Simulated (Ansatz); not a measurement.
# TiC (Fm-3m) under biaxial strain in the (001) plane, part 2 of 2

Wanted: the shifts of the zone-centre modes of TiC (Fm-3m) with strain.

Ansatz 0.2.0; DFT LDA, scalar-relativistic, plane waves, PAW; PAW set soft_1.

So far, highest optical mode at the zone centre (no LO-TO term) (cm⁻¹): step 5 (modes at rest) 555; step 7 (strain 4 %) 582.

The database entry behind the starting cell differs from later determinations by our own check (0.1 to 0.3 % short, probably kX units), so it need not match the best structure at ambient conditions.

### 8. A member of the series: biaxial strain of -4 % in the (001) plane (continued)

The steps of the relaxation:

```
step  energy less that of the first step (eV)  largest force component (eV/Å)  pressure (GPa)  volume (Å³)
   1                                   0.0000                          0.0000           23.64        18.07
   2                                  -0.0005                          0.0000           22.79        18.12
   3                                  -0.0006                          0.0000           22.22        18.16
   4                                  -0.0006                          0.0000           22.20        18.16
  5*                                  -0.0007                          0.0000           22.21        18.16
   6                                  -0.0007                          0.0000           22.20        18.16
  7*                                  -0.0007                          0.0000           22.20        18.16
```

Relaxation steps marked * repeat the geometry before them on a plane-wave basis chosen anew for their cell, so energy and pressure can jump there.

Forces are held to the 16 operations that the run works with; a distortion that breaks them can't arise in this run.

```
conventional cell, symmetrised  before  after  change
                         a (Å)   2.892  2.892  -0.0 %
                         b (Å)   2.892  2.892  -0.0 %
                         c (Å)   4.320  4.341  +0.5 %
              volume (Å³/atom)    9.04   9.08  +0.5 %
```

Final coordinates:

```xyz
2
Lattice="0.0000 2.0452 2.1707 2.0452 0.0000 2.1707 2.0452 2.0452 0.0000" Properties=species:S:1:pos:R:3 pbc="T T T"
C     2.0452    2.0452    2.1707
Ti    0.0000    0.0000    0.0000
```

This step gave:

| Property | Result |
| --- | --- |
| pressure | 22.20 GPa |
| volume per atom | 9.080 Å³ |

The forces vanish by symmetry.

### 9. Zone-centre modes of the member: biaxial strain of -4 % in the (001) plane

The zone-centre modes follow for biaxial strain of -4 % in the (001) plane.

input.yaml

```yaml
crystal:
  lattice:
    - [0.0, 2.0451968444, 2.170678215]
    - [2.0451968444, 0.0, 2.170678215]
    - [2.0451968444, 2.0451968444, 0.0]
  atoms:
    - { symbol: C, position: [0.5, 0.5, 0.5] }
    - { symbol: Ti, position: [0.0, 0.0, 0.0] }
kpoints:
  mp_grid: { grid: [16, 16, 16] }
hamiltonian:
  xc: lda
  pseudopotentials: { kind: paw, azcp: { folder: soft_1 }, xc_functional: pbe }
scf:
  occupations: { method: methfessel_paxton, width: 0.2 }
output:
  eigenvalues: true
phonons:
  method: dfpt
```

Run with:

```console
$ ansatz run input.yaml --threads 4 --pin off --max-ram 10240MiB --backend cpu --events-out ev --progress --plain --runs-dir out
```

Run time: 15 s. Hardware: 4 threads of Arm Neoverse V1, shared host; peak memory 0.72 GiB.

Numbers from this step:

```
sum-rule residual before enforcement                    : 2.29e-5 eV/Å²
highest optical mode at the zone centre (no LO-TO term) : 673.6 cm⁻¹
lowest optical zone-centre mode                         : 510.9 cm⁻¹
```

Patterns of degenerate modes are one choice out of their space. Modes at Γ, with each element's share of the kinetic energy:

```
mode  frequency (cm⁻¹)  symmetry  C %  Ti %
   1               0.0  acoustic   20    80
   2               0.0  acoustic   20    80
   3               0.0  acoustic   20    80
   4             510.9       A2u   80    20
   5             673.6        Eu   80    20
   6             673.6        Eu   80    20
```

The lowest optical mode is real, 511 cm⁻¹, and the highest lies at 673.6 cm⁻¹.

Between step 5 and this run (strain -4 %) the value for the highest optical mode at the zone centre (no LO-TO term) moves from 555 cm⁻¹ to 674 cm⁻¹ (+21 %).

### 10. All members side by side

The members are set side by side, also those not shown above.

Stress is positive in compression; energies are extrapolated to zero smearing, and E0 is that at rest; the edges not held and the atoms are relaxed in each cell; all runs use 16×16×16 k points and Methfessel-Paxton smearing of 0.2 eV. State of the crystal along the series:

```
strain (%)  in-plane stress (GPa)  free strain along [001] (%)  E - E0 (meV/atom)
        -4                   33.3                         1.89              73.18
        -3                  23.53                          1.4              39.64
        -2                  14.78                       0.9221              16.95
        -1                  6.957                       0.4546              4.073
         0              -0.008301                            0                  0
         1                 -6.222                      -0.4376              3.827
         2                 -11.78                       -0.848              14.82
         3                 -16.74                       -1.233              32.31
         4                 -21.14                       -1.598              55.69
```

Optical modes are counted from below at rest and tracked from member to member by their patterns, and modes that stay within 0.3 cm⁻¹ of each other stand once; labels, where given, are those at rest; the edges not held and the atoms are relaxed in each cell; all runs use 16×16×16 k points and Methfessel-Paxton smearing of 0.2 eV. Optical modes along the series:

```
strain (%)  optical mode 1 T1u, doublet (cm⁻¹)  optical mode 2 T1u, singlet (cm⁻¹)
        -4                               673.6                               510.9
        -3                                 643                               525.2
        -2                               612.9                                 537
        -1                               583.4                               546.6
         0                               554.9                               554.9
         1                               527.6                               562.6
         2                               500.8                               569.9
         3                               474.1                               576.5
         4                               447.2                               582.1
```

Value and slope at zero strain of a cubic (a lower polynomial where under five rows exist) through the rows within 2 % of rest. Slopes at rest:

```
                       mode  frequency (cm⁻¹)  shift per percent of strain (cm⁻¹)  shift per GPa of compressive stress (cm⁻¹)
optical mode 1 T1u, doublet             554.9                              -27.86                                        4.24
optical mode 2 T1u, singlet               555                                7.89                                        -1.2
```

### 11. Summary of results

```
members                                                          : 9
highest optical mode at the zone centre (no LO-TO term), at rest : 554.9 cm⁻¹
biaxial modulus in the (001) plane                               : 657 GPa
optical mode 1 T1u, doublet, shift per percent                   : -27.86 cm⁻¹
optical mode 2 T1u, singlet, shift per percent                   : 7.89 cm⁻¹
```

In words: The stress changes by 6.57 GPa for each percent, a biaxial modulus of 657 GPa in the (001) plane. For each percent the free edge responds with -0.45 %. The strain lowers the symmetry: the level at 554.9 cm⁻¹ splits, into 673.6 and 510.9 cm⁻¹ at -4 %. The fastest shift in the table of slopes is -27.9 cm⁻¹ for each percent (optical mode 1 T1u, doublet), or 4.2 cm⁻¹ for each GPa of compressive stress. For small strain, the measured shift of a line that Raman or infrared light can see, divided by its slope, estimates the stress, if the state of stress is of this kind. These are harmonic frequencies at zero temperature: anharmonic shifts, linewidths and thermal expansion are left out. With no gap, or one that is small against the smearing, the frequencies hang on the k mesh and the smearing, most of all near Kohn anomalies. The PAW files were made for PBE; the program adapts parts of them to the functional of the run, but their partial waves stay those of PBE, an approximation that was not tested in this session. Only the zone centre was solved, so an instability at another wavevector cannot show here.

[Logs are printed without paths, hosts, clocks, repeated set-up lines and the standing remarks that a program may print on its own settings, such as how far it seeks lower states.]

[Hosts, paths, dates, database ids (printed as entryN), source tags and the programs' standing remarks are cut or masked in the printed files.]
